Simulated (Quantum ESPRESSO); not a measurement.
**AlNi (Pm-3m): coupling and resistivity with EPW**

How strongly do phonons scatter the electrons of AlNi (Pm-3m), and how dense must the meshes be?

Main program and level: Quantum ESPRESSO 7.5; DFT PBE, scalar-relativistic, plane waves, PseudoDojo 0.4.1 norm-conserving pseudopotentials.

Most raw output is cut from this account.

## 1. Starting point

It takes space group Pm-3m (No. 221, cubic). Conventional cell: a = 2.881 Å, b = 2.881 Å, c = 2.881 Å, α = 90.00°, β = 90.00°, γ = 90.00°. Nearest to Al lie 8 Ni at 2.50 Å. Ni has 8 Al at 2.50 Å nearest. Farther neighbours are not listed.

## 2. Relaxation

The cell is relaxed under the functional used for all that follows.

Input file relax.in:

```
 &control
    calculation='vc-relax',
    prefix='x',
    outdir='./tmp',
    pseudo_dir='./pseudo',
    tprnfor=.true.,
    tstress=.true.,
    etot_conv_thr=1.0d-05,
    forc_conv_thr=4.0d-04,
 /
 &system
    ibrav=0,
    nat=2,
    ntyp=2,
    ecutwfc=98.0,
    occupations='smearing',
    smearing='mv',
    degauss=0.02,
 /
 &electrons
    conv_thr=1.0d-11,
 /
 &ions
 /
 &cell
    press_conv_thr=0.4,
 /
ATOMIC_SPECIES
 Al     26.9815  Al.upf
 Ni     58.6934  Ni.upf
CELL_PARAMETERS angstrom
     2.881000000    0.000000000    0.000000000
     0.000000000    2.881000000    0.000000000
     0.000000000    0.000000000    2.881000000
ATOMIC_POSITIONS crystal
 Al     0.000000000   0.000000000   0.000000000
 Ni     0.500000000   0.500000000   0.500000000
K_POINTS automatic
 9 9 9 0 0 0
```

The run is started by

```sh
> OMP_NUM_THREADS=1 mpirun -n 8 pw.x -nk 8 -in relax.in > relax.out
```

It took 15 s on 8 MPI ranks of Arm Neoverse V2, shared host; 1.9 min of CPU time.

This run has no spin polarisation, although Ni can carry a moment.

Numbers from this step:

* free energy: -4630.1780 eV
* pressure: 0.01200 GPa
* volume per atom: 12.08 Å³/atom

The volume ends at 12.08 Å³ an atom, +1.1 % from the start.

## 3. Ground state

Linear response needs a tightly converged ground state.

Input file scf.in:

```
 &control
    calculation='scf',
    prefix='x',
    outdir='./tmp',
    pseudo_dir='./pseudo',
    tprnfor=.true.,
    tstress=.true.,
 /
 &system
    ibrav=0,
    nat=2,
    ntyp=2,
    ecutwfc=98.0,
    occupations='smearing',
    smearing='mv',
    degauss=0.02,
 /
 &electrons
    conv_thr=1.0d-12,
 /
ATOMIC_SPECIES
 Al     26.9815  Al.upf
 Ni     58.6934  Ni.upf
CELL_PARAMETERS angstrom
     2.891065800    0.000000000    0.000000000
     0.000000000    2.891065800    0.000000000
     0.000000000    0.000000000    2.891065800
ATOMIC_POSITIONS crystal
 Al     0.000000000   0.000000000   0.000000000
 Ni     0.500000000   0.500000000   0.500000000
K_POINTS automatic
 9 9 9 0 0 0
```

The run is started by

```sh
> OMP_NUM_THREADS=1 mpirun -n 8 pw.x -nk 8 -in scf.in > scf.out
```

Elapsed: 4.7 s, on 8 MPI ranks; 36 s of CPU time.

This step gave:

- Fermi energy: 13.97 eV

The Fermi level lies at 13.97 eV and the pressure is 0.012 GPa.

## 4. Phonons on the coarse mesh

ph.x gives the dynamical matrices and the changes of the potential on a coarse q mesh, which EPW interpolates.

Input file ph.in:

```
phonons
 &inputph
    prefix='x',
    outdir='./tmp',
    tr2_ph=1.0d-14,
    fildyn='x.dyn',
    fildvscf='dvscf',
    ldisp=.true.,
    nq1=3,
    nq2=3,
    nq3=3,
    alpha_mix(1)=0.5,
    amass(1)=26.9815,
    amass(2)=58.6934,
 /
```

The run is started by

```sh
> OMP_NUM_THREADS=1 mpirun -n 8 ph.x -nk 8 -in ph.in > ph.out
```

It took 11 min on 8 MPI ranks.

This step gave:

```yaml
lowest_frequency_off_the_zone_centre: 101.6 cm⁻¹
largest_magnitude_of_the_acoustic_modes_at_the_zone_centre_before_the_sum_rule: 22.26 cm⁻¹
```

Frequencies at the irreducible wavevectors:

| q1 | q2 | q3 | star | mode 1 (cm⁻¹) | mode 2 (cm⁻¹) | mode 3 (cm⁻¹) | mode 4 (cm⁻¹) | mode 5 (cm⁻¹) | mode 6 (cm⁻¹) |
| --- | --- | --- | --- | --- | --- | --- | --- | --- | --- |
| 0 | 0 | 0 | 1 | -22.3 | -22.3 | -22.3 | 291.9 | 291.9 | 291.9 |
| 0 | 0 | 0.3333 | 6 | 142.9 | 142.9 | 165.7 | 269.9 | 269.9 | 346.8 |
| 0 | 0.3333 | 0.3333 | 12 | 101.6 | 152.7 | 173.9 | 259.8 | 331.9 | 334.6 |
| 0.3333 | 0.3333 | 0.3333 | 8 | 141.2 | 141.2 | 147.6 | 318.1 | 318.1 | 326.4 |

The lowest mode off the zone centre lies at 102 cm⁻¹ and the highest of all solved modes at 347 cm⁻¹, so the solved wavevectors are stable. The acoustic modes at the centre lie within 22 cm⁻¹ of zero before the sum rule is imposed.

## 5. Bands for the check

Bands on a path serve later as the test of the Wannier interpolation; inside the frozen window, points that lie on the coarse mesh match by construction, and those between them test it.

Input file bands.in:

```
 &control
    calculation='bands',
    prefix='x',
    outdir='./tmp',
    pseudo_dir='./pseudo',
    verbosity='high',
 /
 &system
    ibrav=0,
    nat=2,
    ntyp=2,
    ecutwfc=98.0,
    occupations='smearing',
    smearing='mv',
    degauss=0.02,
    nbnd=43,
 /
 &electrons
    conv_thr=1.0d-10,
 /
ATOMIC_SPECIES
 Al     26.9815  Al.upf
 Ni     58.6934  Ni.upf
CELL_PARAMETERS angstrom
     2.891065800    0.000000000    0.000000000
     0.000000000    2.891065800    0.000000000
     0.000000000    0.000000000    2.891065800
ATOMIC_POSITIONS crystal
 Al     0.000000000   0.000000000   0.000000000
 Ni     0.500000000   0.500000000   0.500000000
K_POINTS crystal
61
 0.00000000 0.00000000 0.00000000 0.01639344
 0.00000000 0.05555556 0.00000000 0.01639344
 0.00000000 0.11111111 0.00000000 0.01639344
 0.00000000 0.16666667 0.00000000 0.01639344
[the list of k-points goes on]
```

The run is started by

```sh
> OMP_NUM_THREADS=1 mpirun -n 8 pw.x -nk 8 -in bands.in > bands.out
```

The job ended after 10 s (8 MPI ranks).

## 6. States on the coarse mesh

Wannier functions need the states on a full uniform k mesh, and the couplings need it to be a multiple of the q mesh.

Input file nscf.in:

```
 &control
    calculation='nscf',
    prefix='x',
    outdir='./tmp',
    pseudo_dir='./pseudo',
    verbosity='high',
 /
 &system
    ibrav=0,
    nat=2,
    ntyp=2,
    ecutwfc=98.0,
    occupations='smearing',
    smearing='mv',
    degauss=0.02,
    nbnd=43,
 /
 &electrons
    conv_thr=1.0d-11,
 /
ATOMIC_SPECIES
 Al     26.9815  Al.upf
 Ni     58.6934  Ni.upf
CELL_PARAMETERS angstrom
     2.891065800    0.000000000    0.000000000
     0.000000000    2.891065800    0.000000000
     0.000000000    0.000000000    2.891065800
ATOMIC_POSITIONS crystal
 Al     0.000000000   0.000000000   0.000000000
 Ni     0.500000000   0.500000000   0.500000000
K_POINTS crystal
729
 0.00000000 0.00000000 0.00000000 0.00137174
 0.00000000 0.00000000 0.11111111 0.00137174
 0.00000000 0.00000000 0.22222222 0.00137174
 0.00000000 0.00000000 0.33333333 0.00137174
[the list of k-points goes on]
```

The run is started by

```sh
> OMP_NUM_THREADS=1 mpirun -n 8 pw.x -nk 8 -in nscf.in > nscf.out
```

Run time: 1.9 min. Hardware: 8 MPI ranks; 15 min of CPU time.

## 7. Wannier functions and couplings

Projections Al s, p and Ni s, p, d start 13 Wannier functions; states up to 2.5 eV over the Fermi level are frozen, and the projected functions are kept without the localisation step. Hamiltonian, force constants and couplings go to real space.

Input file epw1.in:

```
--
 &inputepw
    prefix='x',
    outdir='./tmp',
    dvscf_dir='./save',
    elph=.true.,
    etf_mem=1,
    nbndsub=13,
    bands_skipped='exclude_bands = 1-4',
    use_ws=.true.,
    vme='wannier',
    asr_typ='crystal',
    nk1=9,
    nk2=9,
    nk3=9,
    nq1=3,
    nq2=3,
    nq3=3,
    amass(1)=26.9815,
    amass(2)=58.6934,
    epwwrite=.true.,
    epwread=.false.,
    wannierize=.true.,
    num_iter=0,
    dis_win_max=53.97,
    dis_froz_max=16.47,
    proj(1)='Al:s;p',
    proj(2)='Ni:s;p;d',
    wdata(1)='dis_num_iter = 600',
    wdata(2)='guiding_centres = .true.',
    wdata(3)='num_print_cycles = 50',
    wdata(4)='dis_mix_ratio = 0.7',
    band_plot=.true.,
    filkf='path.dat',
    filqf='path.dat',
    fsthick=100.0,
    efermi_read=.true.,
    fermi_energy=13.9701,
 /
```

The run is started by

```sh
> OMP_NUM_THREADS=1 mpirun -n 8 epw.x -nk 8 -in epw1.in > epw1.out
```

Run time: 15 min. Hardware: 8 MPI ranks.

This step gave:

```yaml
r_m_s_error_of_the_interpolated_bands_from_2_ev_under_to_1_ev_over_the_fermi_level: 4.8 meV
largest_error_in_that_range: 25.6 meV
lowest_interpolated_frequency_on_the_path: 0 cm⁻¹
```

The electronic bands at the labelled points (eV, zero at the Fermi level; # counts the bands kept):

| point | #3 | #4 | #5 | #6 | #7 | #8 | #9 | #10 |
| --- | --- | --- | --- | --- | --- | --- | --- | --- |
| Γ | -3.18 | -1.51 | -1.51 | -1.51 | 5.45 | 5.45 | 5.45 | 8.09 |
| 0.44 of the way | -2.99 | -1.83 | -1.83 | -1.47 | 1.28 | 6.57 | 6.57 | 8.15 |
| X | -2.71 | -2.21 | -2.21 | -1.42 | -0.63 | 8.26 | 9.96 | 9.96 |
| 0.44 of the way | -2.55 | -2.41 | -2.14 | -1.69 | -0.66 | 5.19 | 5.47 | 11.14 |
| M | -2.87 | -2.87 | -2.04 | -2.04 | -0.99 | 1.46 | 2.43 | 12.13 |
| 0.46 of the way | -3.09 | -2.27 | -1.89 | -1.80 | 0.74 | 2.46 | 8.27 | 8.54 |
| Γ | -3.18 | -1.51 | -1.51 | -1.51 | 5.45 | 5.45 | 5.45 | 8.09 |
| halfway | -3.09 | -2.23 | -2.08 | -2.08 | 2.25 | 2.25 | 4.04 | 10.13 |
| R | -4.05 | -0.96 | -0.96 | 2.00 | 2.00 | 2.00 | 3.60 | 4.41 |
| 0.46 of the way | -3.28 | -2.09 | -2.07 | -1.05 | -0.52 | 4.96 | 5.11 | 5.58 |
| X | -2.71 | -2.21 | -2.21 | -1.42 | -0.63 | 8.26 | 9.96 | 9.96 |

The same for Wannier interpolation:

| point | #3 | #4 | #5 | #6 | #7 | #8 | #9 | #10 |
| --- | --- | --- | --- | --- | --- | --- | --- | --- |
| Γ | -3.18 | -1.51 | -1.51 | -1.51 | 5.45 | 5.45 | 5.45 | 13.53 |
| X | -2.71 | -2.21 | -2.21 | -1.42 | -0.64 | 12.61 | 12.61 | 14.23 |
| M | -2.86 | -2.86 | -2.04 | -2.04 | -0.99 | 1.43 | 2.76 | 12.12 |
| Γ | -3.18 | -1.51 | -1.51 | -1.51 | 5.45 | 5.45 | 5.45 | 13.53 |
| R | -4.05 | -0.96 | -0.96 | 1.96 | 1.96 | 1.96 | 3.59 | 4.90 |
| X | -2.71 | -2.21 | -2.21 | -1.42 | -0.64 | 12.61 | 12.61 | 14.23 |

The phonon branches at the labelled points (cm⁻¹):

| point | branch 1 | branch 2 | branch 3 | branch 4 | branch 5 | branch 6 |
| --- | --- | --- | --- | --- | --- | --- |
| Γ | 0 | 0 | 0 | 293 | 293 | 293 |
| 0.44 of the way | 107 | 107 | 135 | 282 | 282 | 320 |
| X | 168 | 168 | 181 | 263 | 263 | 370 |
| 0.44 of the way | 142 | 147 | 177 | 260 | 306 | 360 |
| M | 103 | 103 | 189 | 256 | 347 | 347 |
| 0.46 of the way | 99 | 158 | 170 | 268 | 322 | 323 |
| Γ | 0 | 0 | 0 | 293 | 293 | 293 |
| halfway | 131 | 131 | 170 | 309 | 309 | 316 |
| R | 149 | 149 | 149 | 330 | 330 | 330 |
| 0.46 of the way | 126 | 151 | 157 | 303 | 312 | 347 |
| X | 168 | 168 | 181 | 263 | 263 | 370 |

Near the Fermi level the interpolated bands miss those of pw.x by 5 meV r.m.s. and 26 meV at most, each level matched to the nearest interpolated one; the r.m.s. value is under the 60 meV set for going on.

## 8. Coupling and Tc: fine k 16×16×16, q 8×8×8, width 0.15 eV, window 0.61 eV

The couplings are interpolated to a fine mesh near the Fermi level; their sum gives α²F and λ, and the linearised gap equation gives Tc.

Input file a2f-1.in:

```
--
 &inputepw
    prefix='x',
    outdir='./tmp',
    dvscf_dir='./save',
    elph=.true.,
    etf_mem=1,
    nbndsub=13,
    bands_skipped='exclude_bands = 1-4',
    use_ws=.true.,
    vme='wannier',
    asr_typ='crystal',
    nk1=9,
    nk2=9,
    nk3=9,
    nq1=3,
    nq2=3,
    nq3=3,
    amass(1)=26.9815,
    amass(2)=58.6934,
    epwwrite=.false.,
    epwread=.true.,
    wannierize=.false.,
    nkf1=16,
    nkf2=16,
    nkf3=16,
    nqf1=8,
    nqf2=8,
    nqf3=8,
    mp_mesh_k=.true.,
    ephwrite=.true.,
    eliashberg=.true.,
    liso=.true.,
    limag=.true.,
    tc_linear=.true.,
    tc_linear_solver='lapack',
    fsthick=0.61,
    degaussw=0.15,
    degaussq=0.5,
    nqstep=500,
    muc=0.13,
    wscut=0.3,
    nsiter=500,
    nstemp=7,
    temps=0.5 1.0 2.0 4.0 8.0 16.0 32.0,
 /
```

The run is started by

```sh
> OMP_NUM_THREADS=1 mpirun -n 8 epw.x -nk 8 -in a2f-1.in > a2f-1.out
```

Wall time 4 min (8 MPI ranks).

This step gave:

```
coupling constant λ                  : 0.2795
log mean phonon energy ħω_log        : 20.94 meV
density of states at the Fermi level : 0.4007 states/eV a spin and cell
Fermi level on the fine mesh         : 13.98 eV
```

The a2F has structure finer than the step of the table below, so its rows give means over 2 meV, whole bins alone (the curve runs from 0.101 to 50.2 meV). Peaks (meV: height): 17.1: 0.258, 19.5: 0.298, 21.1: 0.267, 36.9: 0.0907, 40.1: 0.180, 43.8: 0.168.

Table of a2F by phonon energy; means over each step:

phonon energy (meV), a2F and a bar:
```
        4      0.000 
        6      0.000 
        8      0.002 
       10      0.005 #
       12      0.034 ####
       14      0.107 #############
       16      0.190 #######################
       18      0.241 #############################
       20      0.250 ##############################
       22      0.126 ###############
       24      0.002 
       26      0.000 
       28      0.000 
       30      0.000 
       32      0.009 #
       34      0.037 ####
       36      0.069 ########
       38      0.088 ###########
       40      0.149 ##################
       42      0.119 ##############
       44      0.120 ##############
       46      0.036 ####
       48      0.000
```

Tc lies where the eigenvalue is 1; mu* = 0.13. Eigenvalue against temperature:

| T (K) | largest eigenvalue of the linearised gap equation |
| --- | --- |
| 0.5 | 0.6809 |
| 1 | 0.578 |
| 2 | 0.4755 |
| 4 | 0.3741 |
| 8 | 0.2732 |
| 16 | 0.1757 |
| 32 | 0.08468 |

λ = 0.280 and ħω_log = 20.9 meV. The eigenvalue stays under 1 down to 0.5 K.

## 9. Resistivity: fine k 20×20×20, q 10×10×10, adaptive width, window 0.32 eV

The Boltzmann equation is solved by iteration on a fine mesh; only states within the window around the Fermi level enter.

Input file bte-1.in:

```
--
 &inputepw
    prefix='x',
    outdir='./tmp',
    dvscf_dir='./save',
    elph=.true.,
    etf_mem=1,
    nbndsub=13,
    bands_skipped='exclude_bands = 1-4',
    use_ws=.true.,
    vme='wannier',
    asr_typ='crystal',
    nk1=9,
    nk2=9,
    nk3=9,
    nq1=3,
    nq2=3,
    nq3=3,
    amass(1)=26.9815,
    amass(2)=58.6934,
    epwwrite=.false.,
    epwread=.true.,
    wannierize=.false.,
    nkf1=20,
    nkf2=20,
    nkf3=20,
    nqf1=10,
    nqf2=10,
    nqf3=10,
    mp_mesh_k=.true.,
    scattering=.true.,
    iterative_bte=.true.,
    epmatkqread=.false.,
    assume_metal=.true.,
    int_mob=.false.,
    carrier=.false.,
    ngaussw=-99,
    mob_maxiter=200,
    broyden_beta=0.7,
    fsthick=0.32,
    degaussw=0.0,
    nstemp=6,
    temps=150 200 273 300 400 500,
    restart=.false.,
    selecqread=.false.,
 /
```

The run is started by

```sh
> OMP_NUM_THREADS=1 mpirun -n 8 epw.x -nk 8 -in bte-1.in > bte-1.out
```

Elapsed: 6.8 min, on 8 MPI ranks; 54 min of CPU time.

This step gave:

```yaml
iterations: 19
resistivity_at_300_k: 5.141 μΩ cm
```

Resistivity, by row:

| T (K) | rho_xx (μΩ cm) | rho_yy | rho_zz | relaxation-time approximation, mean of the axes (μΩ cm) |
| --- | --- | --- | --- | --- |
| 150 | 1.85 | 1.85 | 1.85 | 1.655 |
| 200 | 2.84 | 2.84 | 2.84 | 2.512 |
| 273 | 4.499 | 4.499 | 4.499 | 3.944 |
| 300 | 5.141 | 5.141 | 5.141 | 4.497 |
| 400 | 7.551 | 7.551 | 7.551 | 6.569 |
| 500 | 9.974 | 9.974 | 9.974 | 8.646 |

ρ(300 K) = 5.14 μΩ cm; the relaxation-time start gave 4.50. One mesh does not show convergence. The largest adaptive width printed is 0.36 eV, against a window of 0.32 eV outside which no state is counted.

## 10. Coupling and Tc, input with a fault, fine q mesh 10×10×10, fine mesh 10×10×10

Another input is tried.

Input file bad.in:

```
--
 &inputepw
    prefix='x',
    outdir='./tmp',
    dvscf_dir='./save',
    elph=.true.,
    etf_mem=1,
    nbndsub=13,
    bands_skipped='exclude_bands = 1-4',
    use_ws=.true.,
    vme='wannier',
    asr_typ='crystal',
    nk1=9,
    nk2=9,
    nk3=9,
    nq1=3,
    nq2=3,
    nq3=3,
    amass(1)=26.9815,
    amass(2)=58.6934,
    epwwrite=.false.,
    epwread=.true.,
    wannierize=.false.,
    nkf1=10,
    nkf2=10,
    nkf3=10,
    nqf1=10,
    nqf2=10,
    nqf3=10,
    mp_mesh_k=.true.,
    ephwrite=.true.,
    eliashberg=.true.,
    liso=.true.,
    limag=.true.,
    tc_linear=.true.,
    tc_linear_solver='lapack',
    fsthick=0.4,
    degaussw=0.01,
    degaussq=0.5,
    nqstep=500,
    muc=0.13,
    wscut=0.3,
    nsiter=500,
    nstemp=7,
    temps=0.5 1.0 2.0 4.0 8.0 16.0 32.0,
 /
```

The run is started by

```sh
> OMP_NUM_THREADS=1 mpirun -n 8 epw.x -nk 8 -in bad.in > bad.out
```

Elapsed: 6.5 min, on 8 MPI ranks; 52 min of CPU time.

Numbers from this step:

- coupling constant λ: 0.5041
- log mean phonon energy ħω_log: 21.59 meV
- density of states at the Fermi level: 1.297 states/eV a spin and cell
- Fermi level on the fine mesh: 13.96 eV

This input has a delta width far below the mesh spacing, and its λ = 0.504 is no result.

## 11. Resistivity: fine k 26×26×26, q 13×13×13, adaptive width, window 0.32 eV

At these temperatures only states within a few k_B T of the Fermi level carry current, so the mesh must be dense; it is refined.

Input file bte-2.in:

```
--
 &inputepw
    prefix='x',
    outdir='./tmp',
    dvscf_dir='./save',
    elph=.true.,
    etf_mem=1,
    nbndsub=13,
    bands_skipped='exclude_bands = 1-4',
    use_ws=.true.,
    vme='wannier',
    asr_typ='crystal',
    nk1=9,
    nk2=9,
    nk3=9,
    nq1=3,
    nq2=3,
    nq3=3,
    amass(1)=26.9815,
    amass(2)=58.6934,
    epwwrite=.false.,
    epwread=.true.,
    wannierize=.false.,
    nkf1=26,
    nkf2=26,
    nkf3=26,
    nqf1=13,
    nqf2=13,
    nqf3=13,
    mp_mesh_k=.true.,
    scattering=.true.,
    iterative_bte=.true.,
    epmatkqread=.false.,
    assume_metal=.true.,
    int_mob=.false.,
    carrier=.false.,
    ngaussw=-99,
    mob_maxiter=200,
    broyden_beta=0.7,
    fsthick=0.32,
    degaussw=0.0,
    nstemp=6,
    temps=150 200 273 300 400 500,
    restart=.false.,
    selecqread=.false.,
 /
```

The run is started by

```sh
> OMP_NUM_THREADS=1 mpirun -n 8 epw.x -nk 8 -in bte-2.in > bte-2.out
```

Run time: 15 min. Hardware: 8 MPI ranks.

Numbers from this step:

- iterations: 18
- resistivity at 300 K: 7.596 μΩ cm

Resistivity, by row:

| T (K) | rho_xx (μΩ cm) | rho_yy | rho_zz | relaxation-time approximation, mean of the axes (μΩ cm) |
| --- | --- | --- | --- | --- |
| 150 | 4.112 | 4.112 | 4.112 | 3.583 |
| 200 | 5.139 | 5.139 | 5.139 | 4.442 |
| 273 | 6.907 | 6.907 | 6.907 | 5.934 |
| 300 | 7.596 | 7.596 | 7.596 | 6.52 |
| 400 | 10.15 | 10.15 | 10.15 | 8.7 |
| 500 | 12.58 | 12.58 | 12.58 | 10.8 |

ρ(300 K) = 7.60 μΩ cm, against 5.14 before (+48 %); the relaxation-time start gave 6.52. The largest adaptive width printed is 0.29 eV, against a window of 0.32 eV outside which no state is counted.

## 12. Summary of results

```
Wannier functions, band error                                                : 13 functions; 5 meV r.m.s.
coupling constant λ, fine k 16×16×16, q 8×8×8, width 0.15 eV, window 0.61 eV : 0.280
ħω_log                                                                       : 20.9 meV
Tc at μ* = 0.13, Allen–Dynes                                                 : 0.0058 K
resistivity at 300 K, 20×20×20                                               : 5.14 μΩ cm, unsound
resistivity at 300 K, 26×26×26                                               : 7.60 μΩ cm, unsound
```

Step 7: No branch goes imaginary on this path. Step 8: Twice the integral of α²F/ω over this curve gives λ = 0.28, half of it from below 19.1 meV. Step 8: The most distinct maxima of the a2F lie at 17.1, 19.5, 21.1, 40.1 and 43.8 meV, the highest at 19.5 meV. On the finest meshes run, AlNi (Pm-3m) has λ = 0.28 and an unconverged phonon-limited resistivity of 7.60 μΩ cm at 300 K. The last refinement of the mesh moved the resistivity by 48 %, so the value is unsound: it shows how far such meshes scatter and no more. On the finest mesh the adaptive width still reaches 0.29 eV against a window of 0.32 eV; the window, which cuts off final states, was not widened. λ rests on one fine mesh and one width. Between 150 and 500 K the resistivity rises by a factor of 3.06, against 3.33 for a straight line through the origin; phonon scattering should fall faster than that line on cooling, so the temperature dependence is not converged. The rows at 150, 200, 273, 300, 400 and 500 K moved by more than 10 % in the last refinement. The q mesh of ph.x (3×3×3), the k mesh and smearing of the ground state (9×9×9) and EPW's coarse k mesh (9×9×9) were not varied. Only scattering by harmonic phonons counts; impurities, grain boundaries and thermal expansion are left out, and μ* is typed.

[The logs of pw.x and epw.x are selected lines.]

[Logs are printed without paths, hosts, clocks, repeated set-up lines and the standing remarks that a program may print on its own settings, such as how far it seeks lower states.]

[Hosts, paths, dates, database ids (printed as entryN), source tags and the programs' standing remarks are cut or masked in the printed files.]
